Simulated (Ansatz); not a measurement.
# InH (model cell, started as wurtzite): from the cell to its phonons, part 2 of 2

The cell of InH (model cell, started as wurtzite) is at rest. What are its phonons? After the zone centre comes a 3×3×2 q mesh on a 15×15×8 k mesh.

Ansatz 0.2.0; DFT PBEsol, scalar-relativistic, plane waves, PAW.

So far. Step 2 (Modes at Γ): Before it was imposed, the acoustic sum rule was missed by 1.2e-5 eV/Å². Small misses are needed for a sound result but don't prove that mesh and cutoff are converged. The lowest optical mode is imaginary, 255.8i cm⁻¹, so the energy falls along it.

The structure was built from a prototype and need not be the compound's stable phase.

### Step 3. Response at finite wavevector

Stability and thermal properties need the whole zone. Linear response on a 3×3×2 q mesh gives force constants as far as a supercell of that size would.

Contents of input.yaml:

```yaml
crystal:
  lattice:
    - [3.2601836778, 0.0, 0.0]
    - [-1.6300918389, 2.8234018859, 0.0]
    - [0.0, 0.0, 6.8269828696]
  atoms:
    - { symbol: In, position: [0.3333333333, 0.6666666667, 0.0396338471] }
    - { symbol: In, position: [0.6666666667, 0.3333333333, 0.5396338471] }
    - { symbol: H, position: [0.3333333333, 0.6666666667, 0.3353661529] }
    - { symbol: H, position: [0.6666666667, 0.3333333333, 0.8353661529] }
kpoints:
  mp_grid: { grid: [15, 15, 8] }
hamiltonian:
  xc: pbesol
scf:
  occupations: { method: methfessel_paxton, width: 0.2 }
output:
  eigenvalues: true
phonons:
  method: dfpt
  qmesh: [3, 3, 2]
  temperatures: { t_max: 1000, t_step: 50 }
  qpath:
    path:
      - [[0.0, 0.0, 0.0], [0.5, 0.0, 0.0], [0.33333333, 0.33333333, 0.0], [0.0, 0.0, 0.0], [0.0, 0.0, 0.5], [0.5, 0.0, 0.5], [0.33333333, 0.33333333, 0.5], [0.0, 0.0, 0.5]]
      - [[0.5, 0.0, 0.5], [0.5, 0.0, 0.0]]
      - [[0.33333333, 0.33333333, 0.5], [0.33333333, 0.33333333, 0.0]]
    npoints: 10
```

Started as:

```bash
> ansatz run input.yaml --threads 4 --pin off --max-ram 7168MiB --backend cpu --events-out ev --progress --plain --runs-dir out
```

Numbers of over 12 decimals in the logs are rounded to 6 here.

The program printed:

```text
Warning: phonons: the dynamical matrix that this run interpolates holds no multipole term above the dipole-dipole one, and a site of this crystal is no centre of inversion, so its interpolated transverse optical and acoustic branches and sound speeds can stay off near Gamma, and the density of states and the thermodynamics with them. What a run solves at a wave vector of phonons.qpoints, Gamma apart, where the deck admits one, is free of this, and under fd what a larger phonons.supercell samples
[...]
Crystal: 4 atoms, lattice volume = 62.841 Å³
Basis set: ecut = 420 eV, 1259 PW (Γ), exchange–correlation on 48×48×96 points (8 copies of the dense FFT grid, shifted against one another)
Bands: 18, of which v1, the nominal top of the filled ones, is band 14 counted from 1 (13 counted from 0)
Symmetry: 12 space group operations
k-points: 135 of 1800 (time reversal used)
[...]
SCF iter   1: F=—  HF=-11080.476876 eV  |F-HF|=—  |Δ(HF+E_count)|=         —  Δρ=9.24e-3  dr2=5.20e-2  ethr=1.77e-3  ⟨swp⟩=6.3  Hψ=26220  notcnv=0  defer=4
[...]
SCF iter   8: F=-11080.456970 eV  HF=-11080.456970 eV  |F-HF|=5.46e-12  |Δ(HF+E_count)|=  6.37e-11  S|Δr|=    0.00e0  Δρ=6.19e-8  dr2=1.81e-12  ethr=1.00e-12  ⟨swp⟩=9.7  Hψ=16594  notcnv=0
SCF 1 converged in 8 iterations: F = -11080.456970 eV  dr2 = 1.81e-12
[...]
iter 1 solved again at ethr=2.18e-7 eV; its pass at ethr=3.10e-3 eV (dr2=6.10e-5 eV) is discarded
SCF iter   1: F=—  HF=-11080.456972 eV  |F-HF|=—  |Δ(HF+E_count)|=         —  Δρ=1.35e-6  dr2=5.15e-10  ethr=2.18e-7  ⟨swp⟩=2.5  Hψ=17091  notcnv=0
eigensolver tolerance schedule: the retry pair's looser diagonalisation over-reported the residual by 118456.47 of it (diagonalisation noise at an unbounded share of the residual, at the tolerance the schedule requests for it); recorded, not acted on — ethr = c·dr2/N_el stays at c = 1.0e-1
[...]
SCF iter   2: F=—  HF=-11080.456970 eV  |F-HF|=—  |Δ(HF+E_count)|=   2.91e-6  S|Δr|=    0.00e0  Δρ=9.36e-7  dr2=2.91e-10  ethr=1.84e-12  ⟨swp⟩=3.5  Hψ=6403  notcnv=0
[...]
SCF iter   5: F=-11080.456970 eV  HF=-11080.456970 eV  |F-HF|=3.64e-12  |Δ(HF+E_count)|=  7.28e-12  S|Δr|=    0.00e0  Δρ=1.27e-7  dr2=4.57e-12  ethr=1.00e-12  ⟨swp⟩=2.5  Hψ=5844  notcnv=0
SCF 2 converged in 5 iterations: F = -11080.456970 eV  dr2 = 4.57e-12
phonons: the bands overlap, so this run is a metal and interpolates without the dipole-dipole term. If the crystal is really an insulator or semiconductor, its LO-TO splitting is missing
NSCF: frozen V_eff on 135 k-points
[...]
DFPT response loops at q = (0, 0, 0) (fractional): preconditioner auto → Kerker (q_TF=auto, 2.384 Å⁻¹) (partly filled bands, converged f_vac=0.000); β = 1.00, the filter's whole step (`scf.mixing.beta` (0.50) is not read by the response loops under this deck's `scf.mixing.preconditioner`; to damp them name `kerker` or `kerker_dos`, under which they read `scf.mixing.beta`, and type it under 1.00, their step now; both keys bind the ground state too); Broyden in place of MSR1
[...]
SCF converged after 8 iterations
[...]
Free energy (F): -11080.456970 eV
[...]
Internal energy: -11080.461045 eV  (E = F + TS)
E sigma→0 (E₀):  -11080.457988 eV
Entropy (-TS):   0.004076 eV (1.019 meV/atom)
Fermi energy:    8.511910 eV
[...]
--- Band table (eV; the first three rows and the last of 135) ---
  k-point 0: bands = [... 10 lower, -1.7035, 1.2311, 2.3881, 10.5134, 12.6057, 15.5078, 17.6814, 17.6814, ... 4 higher]
  k-point 1: bands = [... 10 lower, -1.6512, 0.8157, 2.9077, 9.8456, 13.1602, 15.4815, 17.7256, 17.7256, ... 4 higher]
  k-point 2: bands = [... 10 lower, -1.4938, 0.1850, 3.8496, 8.6392, 13.9945, 15.3998, 17.8549, 17.8549, ... 4 higher]
  k-point 134: bands = [... 10 lower, 3.7632, 3.7632, 6.4607, 6.4607, 7.9231, 7.9231, 11.5989, 11.5989, ... 4 higher]
--- Phonons (Γ-DFPT): 4 representative perturbations + reference (Σ response iterations 14) ---
  ASR residual: 1.277e-5 → 0.000e0 eV/Å²; symmetrization residual: 8.543e-7 eV/Å²
  ASR residual per site (eV/Å²): 9.53e-6 9.53e-6 1.28e-5 1.28e-5
[...]
--- Phonons (arbitrary-q DFPT): 6 irreducible q on the 3×3×2 mesh ---
  q = [0.0000, 0.0000, 0.0000] (star 1, of the zone-centre solve; hermiticity 4.47e-7, symmetrization 1.72e-12): -255.85 -255.85 -121.13 -121.13 -7.87 -0.00 0.00 0.00 37.69 37.69 633.18 791.52
  q = [0.0000, 0.0000, -0.5000] (star 1, 4 solved perturbations in 1360 linear systems a pass and spin channel, the states on 488 of 1800 k-point pairs; hermiticity 3.14e-7, symmetrization 8.23e-13): -186.52 -186.52 -186.52 -186.52 30.66 30.66 30.66 30.66 65.18 65.18 503.03 503.03
  q = [0.0000, 0.3333, 0.0000] (star 6, 12 solved perturbations on 960 of 1800 k-point pairs; hermiticity 4.36e-7, symmetrization 7.49e-7): -504.98 -459.22 -248.51 -89.22 33.95 36.62 45.46 97.08 111.26 195.90 438.50 681.29
[...]
sum rule: each row above includes the acoustic sum rule's correction from the zone centre's row sums; it moved no ω² by more than (1.86 cm⁻¹)²
  mesh force constants: q→R imaginary residual 0.00e0; ASR residual 1.277e-5 → 0.000e0 eV/Å²; symmetrization residual 3.553e-15 eV/Å²
  interpolated dispersion: 93 rows × 12 modes
  density of states and harmonic sums: on the 24×24×10 q-mesh, interpolated from the force constants of a 3×3×2 supercell (no non-analytic term)
  largest difference from the sums on the solved wave vectors: F 8.52e-2 eV, S 1.10e-4 and C_V 2.76e-5 eV/K
  zero-point energy: 0.098548 eV/cell   skipped modes (ω ≤ 0): 1528, of them read as no rigid motion or as one in doubt: 1525 (4.159e0 modes/cell left out, lowest -544.26 cm⁻¹)   left out of the sums: 3.47e-1 of the cell's modes: C_V's classical limit lies that fraction below 3 k_B per atom; for a crystal, a wire or a layer, F and S can be off by more, and a phonons.interpolated_qmesh denser along its periods is the remedy for the sampling
```

It took 12 min on 4 threads of Arm Neoverse V2, shared host; peak memory 3 GiB; 46 min of CPU time.

This step gave:

```
sum-rule residual before enforcement                    : 1.28e-5 eV/Å²
lowest frequency on the path                            : -544.4 cm⁻¹
highest frequency on the path or at a solved wavevector : 791.5 cm⁻¹
lowest mode on the q mesh (acoustic modes at Γ apart)   : -540.6 cm⁻¹
```

Frequencies (cm⁻¹) solved at each irreducible wavevector; negative means imaginary. Frequencies by wavevector, by row:

| q in reciprocal lattice units | star | mode 1 | mode 2 | mode 3 | mode 4 | mode 10 | mode 11 | mode 12 |
| --- | --- | --- | --- | --- | --- | --- | --- | --- |
| 0 0 0 | 1 | -255.8 | -255.8 | -121.1 | -121.1 | 37.7 | 633.2 | 791.5 |
| 0 0 -0.5 | 1 | -186.5 | -186.5 | -186.5 | -186.5 | 65.2 | 503 | 503 |
| 0 0.3333 0 | 6 | -505 | -459.2 | -248.5 | -89.2 | 195.9 | 438.5 | 681.3 |
| 0 0.3333 -0.5 | 6 | -471.6 | -471.6 | -246.2 | -246.2 | 101.5 | 615 | 615 |
| 0.3333 0.3333 0 | 2 | -540.6 | -313 | -313 | -218.7 | 102.3 | 473.4 | 473.4 |
| 0.3333 0.3333 -0.5 | 2 | -458.7 | -458.7 | -358.8 | -358.8 | 104.2 | 647.3 | 647.3 |

Interpolated from a 3×3×2 q mesh. Phonon branches along the path, in cm⁻¹:

| point | branch 1 | branch 2 | branch 3 | branch 4 | branch 9 | branch 10 | branch 11 | branch 12 |
| --- | --- | --- | --- | --- | --- | --- | --- | --- |
| Γ | -256 | -256 | -121 | -121 | 38 | 38 | 633 | 792 |
| halfway | -457 | -425 | -193 | -72 | 100 | 173 | 498 | 730 |
| M | -540 | -481 | -288 | -108 | 117 | 214 | 398 | 607 |
| halfway | -544 | -418 | -287 | -94 | 112 | 121 | 409 | 568 |
| K | -541 | -313 | -313 | -219 | 102 | 102 | 473 | 473 |
| halfway | -498 | -401 | -202 | -85 | 88 | 120 | 468 | 707 |
| Γ | -256 | -256 | -121 | -121 | 38 | 38 | 633 | 792 |
| halfway | -235 | -235 | -140 | -140 | 36 | 41 | 552 | 681 |
| A | -186 | -186 | -186 | -186 | 65 | 65 | 503 | 503 |
| halfway | -419 | -419 | -232 | -232 | 92 | 92 | 591 | 591 |
| L | -511 | -511 | -257 | -257 | 112 | 112 | 634 | 634 |
| halfway | -489 | -489 | -306 | -306 | 109 | 109 | 640 | 640 |
| H | -459 | -459 | -359 | -359 | 104 | 104 | 647 | 647 |
| halfway | -438 | -438 | -256 | -256 | 95 | 95 | 604 | 604 |
| A | -186 | -186 | -186 | -186 | 65 | 65 | 503 | 503 |
| jump to L | -511 | -511 | -257 | -257 | 112 | 112 | 634 | 634 |
| halfway | -521 | -462 | -398 | -11 | 114 | 160 | 513 | 640 |
| M | -540 | -481 | -288 | -108 | 117 | 214 | 398 | 607 |
| jump to H | -459 | -459 | -359 | -359 | 104 | 104 | 647 | 647 |
| halfway | -486 | -406 | -406 | -252 | 102 | 102 | 574 | 574 |
| K | -541 | -313 | -313 | -219 | 102 | 102 | 473 | 473 |

Tetrahedra on a 24×24×10 mesh, mean over bins of 20 cm-1. Interpolated from a 3×3×2 q mesh. Table of phonon density of states by wavenumber; read off at these points:

```
wavenumber (cm⁻¹)  phonon density of states (1/cm⁻¹/cell)
             -550                                  5.8e-4
             -510                                  0.0113
             -450                                  0.0164
             -410                                 0.00914
             -370                                 0.00804
             -310                                 0.00816
             -270                                  0.0073
             -230                                 0.00557
             -190                                 0.00492
             -130                                 0.00387
              -90                                 0.00785
              -50                                 0.00744
               10                                 0.00693
               50                                  0.0802
               90                                  0.0301
              110                                  0.0629
              150                                 0.00337
              190                                 0.00198
              230                                       0
              290                                       0
              330                                       0
              370                                       0
              430                                 0.00367
              470                                 0.00346
              510                                 0.00502
              550                                 0.00679
              610                                  0.0088
              650                                  0.0154
              690                                 0.00312
              750                                 0.00126
              790                                  1.4e-4
```

The partial phonon density of states has structure finer than the step of the table below, so its rows give means over 25 cm⁻¹, whole bins alone (the curve runs from -554 to 825 cm⁻¹). Peaks (cm⁻¹: height): H -458.9: 0.0149, -311.4: 0.00963, 157.1: 0.00331, 443.5: 0.00408, 643.1: 0.0153; In 44.3: 0.0719, 105.1: 0.0535.

Phonopy on the run's constants, 19x19x9 mesh, Gaussian sigma 9.9 cm-1. Interpolated from a 3×3×2 q mesh. The partial phonon density of states by wavenumber; means over each step; values in 1/cm⁻¹/cell:

```csv
wavenumber (cm⁻¹),H,In
-525,0.00787,2.9e-5
-500,0.0113,6.4e-5
-475,0.0139,1.0e-4
-450,0.0143,1.2e-4
-425,0.0112,9.7e-5
-400,0.00896,7.5e-5
-375,0.00837,8.4e-5
-350,0.00693,8.3e-5
-325,0.00786,9.9e-5
-300,0.00862,1.2e-4
-275,0.00724,1.4e-4
-250,0.00573,1.3e-4
-225,0.00559,1.4e-4
-200,0.00565,1.5e-4
-175,0.00456,1.9e-4
-150,0.00269,2.1e-4
-125,0.00383,6.4e-4
-100,0.00265,0.00298
-75,0.00231,0.00693
-50,0.00147,0.00569
-25,5.9e-4,0.00453
0,2.6e-4,0.00538
25,9.5e-4,0.0352
50,0.00184,0.0668
75,0.00249,0.0440
100,0.00236,0.0455
125,0.00315,0.0177
150,0.00317,6.1e-4
175,0.00249,8.7e-5
200,0.00148,2.1e-5
225,2.5e-4,1.1e-6
250,1.3e-6,0
275,0,0
300,0,0
325,0,0
350,0,0
375,8.3e-5,8.4e-6
400,0.00111,1.3e-4
425,0.00292,2.6e-4
450,0.00330,2.5e-4
475,0.00225,1.3e-4
500,0.00567,2.5e-4
525,0.00580,2.0e-4
550,0.00694,1.9e-4
575,0.00653,1.5e-4
600,0.00732,1.3e-4
625,0.0113,1.6e-4
650,0.0129,1.6e-4
675,0.00473,5.5e-5
700,0.00327,3.3e-5
725,0.00156,1.5e-5
750,0.00135,1.0e-5
775,7.1e-4,6.0e-6
800,1.3e-4,0
```

Symmetry leaves 6 wavevectors to solve. The lowest mode among them, the acoustic zeros apart, lies at q = (0.333, 0.333, 0) and is imaginary, 540.6i cm⁻¹, so the energy falls along it. Between them the interpolated path dips to 544i cm⁻¹.

### Step 4. Another isotope, element H, natural mass 1.008 amu

An isotope changes the mass and not the force constants, so no new electronic calculation is needed; the shifts show which modes move this element.

The same force constants with the mass of H changed from 1.008 to 2.014 u (phonopy, no LO-TO term). Both lists are sorted by frequency; levels can cross, so a row need not hold one and the same mode. Modes under 3 cm⁻¹ are left out. Isotope shifts, by row, the first 40 of 45 rows:

```csv
q,rank,natural mass (cm⁻¹),changed mass (cm⁻¹)
0 0 0,1,-255.8,-182.7
0 0 0,2,-255.8,-182.7
0 0 0,3,-121.1,-86.06
0 0 0,4,-121.1,-86.06
0 0 0,5,-7.87,-7.74
0 0 0,9,37.69,37.35
0 0 0,10,37.69,37.35
0 0 0,11,633.2,455
0 0 0,12,791.5,562.4
0 0 -0.5,1,-186.5,-133.6
0 0 -0.5,2,-186.5,-133.6
0 0 -0.5,3,-186.5,-133.6
0 0 -0.5,4,-186.5,-133.6
0 0 -0.5,5,30.66,30.28
0 0 -0.5,6,30.66,30.28
0 0 -0.5,7,30.66,30.28
0 0 -0.5,8,30.66,30.28
0 0 -0.5,9,65.18,64.53
0 0 -0.5,10,65.18,64.53
0 0 -0.5,11,503,359.4
0 0 -0.5,12,503,359.4
0 0.3333 0,1,-505,-357.3
0 0.3333 0,2,-459.2,-325.8
0 0.3333 0,3,-248.5,-178.3
0 0.3333 0,4,-89.22,-85.43
0 0.3333 0,5,33.95,33.58
0 0.3333 0,6,36.62,36.51
0 0.3333 0,7,45.45,45.39
0 0.3333 0,8,97.08,96.59
0 0.3333 0,9,111.3,110.9
0 0.3333 0,10,195.9,139.2
0 0.3333 0,11,438.5,322.7
0 0.3333 0,12,681.3,484.8
0 0.3333 -0.5,1,-471.6,-335.1
0 0.3333 -0.5,2,-471.6,-335.1
0 0.3333 -0.5,3,-246.2,-174.4
0 0.3333 -0.5,4,-246.2,-174.4
0 0.3333 -0.5,5,42.29,42.24
0 0.3333 -0.5,6,42.29,42.24
0 0.3333 -0.5,7,56.03,55.42
```

A mode of this element alone would shift by -29.26 %. The highest zone-centre frequency without the field goes from 791.5 to 562.4 cm⁻¹ (-28.9 %).

### Step 5. Another isotope, element In, natural mass 114.818 amu

The same for In, from 114.82 to 112.90 u.

The same force constants with the mass of In changed from 114.818 to 112.904 u (phonopy, no LO-TO term). Both lists are sorted by frequency; levels can cross, so a row need not hold one and the same mode. Modes under 3 cm⁻¹ are left out. Isotope shifts, by row, the first 40 of 45 rows:

```
            q  rank  natural mass (cm⁻¹)  changed mass (cm⁻¹)
        0 0 0     1               -255.8               -255.9
        0 0 0     2               -255.8               -255.9
        0 0 0     3               -121.1               -121.1
        0 0 0     4               -121.1               -121.1
        0 0 0     5                -7.87                -7.93
        0 0 0     9                37.69                   38
        0 0 0    10                37.69                   38
        0 0 0    11                633.2                633.4
        0 0 0    12                791.5                791.6
     0 0 -0.5     1               -186.5               -186.6
     0 0 -0.5     2               -186.5               -186.6
     0 0 -0.5     3               -186.5               -186.6
     0 0 -0.5     4               -186.5               -186.6
     0 0 -0.5     5                30.66                30.91
     0 0 -0.5     6                30.66                30.91
     0 0 -0.5     7                30.66                30.91
     0 0 -0.5     8                30.66                30.91
     0 0 -0.5     9                65.18                65.72
     0 0 -0.5    10                65.18                65.72
     0 0 -0.5    11                  503                503.1
     0 0 -0.5    12                  503                503.1
   0 0.3333 0     1                 -505                 -505
   0 0.3333 0     2               -459.2               -459.2
   0 0.3333 0     3               -248.5               -248.6
   0 0.3333 0     4               -89.22                -89.9
   0 0.3333 0     5                33.95                34.23
   0 0.3333 0     6                36.62                36.93
   0 0.3333 0     7                45.45                45.84
   0 0.3333 0     8                97.08                97.89
   0 0.3333 0     9                111.3                112.2
   0 0.3333 0    10                195.9                195.9
   0 0.3333 0    11                438.5                438.8
   0 0.3333 0    12                681.3                681.4
0 0.3333 -0.5     1               -471.6               -471.6
0 0.3333 -0.5     2               -471.6               -471.6
0 0.3333 -0.5     3               -246.2               -246.2
0 0.3333 -0.5     4               -246.2               -246.2
0 0.3333 -0.5     5                42.29                42.65
0 0.3333 -0.5     6                42.29                42.65
0 0.3333 -0.5     7                56.03                56.49
```

A mode of this element alone would shift by +0.84 %. The highest zone-centre frequency without the field goes from 791.5 to 791.6 cm⁻¹ (+0.0 %).

### Step 6. Summary of results

| Property | Result |
| --- | --- |
| space group (within 0.01 Å) | P6_3mc |
| volume per atom | 15.7 Å³ |
| electronic character | no gap on this mesh |
| highest optical mode at the zone centre (no LO-TO term) | 792 cm⁻¹ |
| lowest optical zone-centre mode | -256 cm⁻¹ |
| lowest mode on the q mesh (acoustic modes at Γ apart) | -541 cm⁻¹ |
| highest frequency on the path or at a solved wavevector | 792 cm⁻¹ |
| imaginary modes on the 3×3×2 q mesh | yes |

**Reading.** Modes are clearly imaginary (beyond 10i cm⁻¹) at 6 of the 6 irreducible wavevectors, most at q = (0.333, 0.333, 0) (540.6i cm⁻¹), so this structure is not a minimum of the energy. The optical modes at Γ span -256 to 792 cm⁻¹ (negative means imaginary). The highest mode in this list at Γ, 791.5 cm⁻¹, is mostly motion of H (99 % of the kinetic energy). With no gap, or one that is small against the smearing, the frequencies hang on the k mesh and the smearing, most of all near Kohn anomalies. The starting cell was built on a prototype and not taken from a measurement, so the phase need not exist. These are harmonic frequencies at zero temperature: anharmonic shifts, linewidths and thermal expansion are left out.

[Logs are printed without paths, hosts, clocks, repeated set-up lines and the standing remarks that a program may print on its own settings, such as how far it seeks lower states.]

[Hosts, paths, dates, database ids (printed as entryN), source tags and the programs' standing remarks are cut or masked in the printed files.]
